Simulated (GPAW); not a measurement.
# Polarising Cl/Ni(100) with a field along the normal

The dipole of the cell at several fields, atoms fixed. What does the strongest field give, and what length does the slope stand for?

**Method.** GPAW 26.7.0, plane waves (400 eV), PAW setups, PBE, 13×13 mesh, a dipole layer in the vacuum; geometry relaxed without an applied field with GPAW. The cell's area is 6.20 Å², and e/ε0 = 180.95 V Å.

What came out, but for one run:

```
field (V/Å)  dipole (e Å)
       −0.2       −0.0580
       −0.1       −0.0235
      −0.05       −0.0062
       0.05        0.0282
        0.1        0.0457
        0.2        0.0802
        0.3             ?
```

Q: What is the dipole at 0.3 V/Å?

**Working.** A line through the 6 points has the slope α = 0.346 e Å per V/Å and the intercept p₀ = 0.0111 e Å (r.m.s. residual 7.0e−05). At 0.3 V/Å it gives p = 0.0111 + 0.346 × 0.3 = 0.1147 e Å; the run gives 0.1149 e Å, so the response stays linear to 0.2 % of the induced part. Dividing by ε0 and the area: α/(ε0 A) = 0.346 × 180.95 / 6.20 = 10.09 Å, against 7.54 Å between the outer nuclei.

**Limits.** This is the electronic response alone; ions that move would add to it in polar layers. Spin-polarised runs started from parallel moments; another order may lie lower.

[Logs are printed without paths, hosts, clocks, repeated set-up lines and the standing remarks that a program may print on its own settings, such as how far it seeks lower states.]
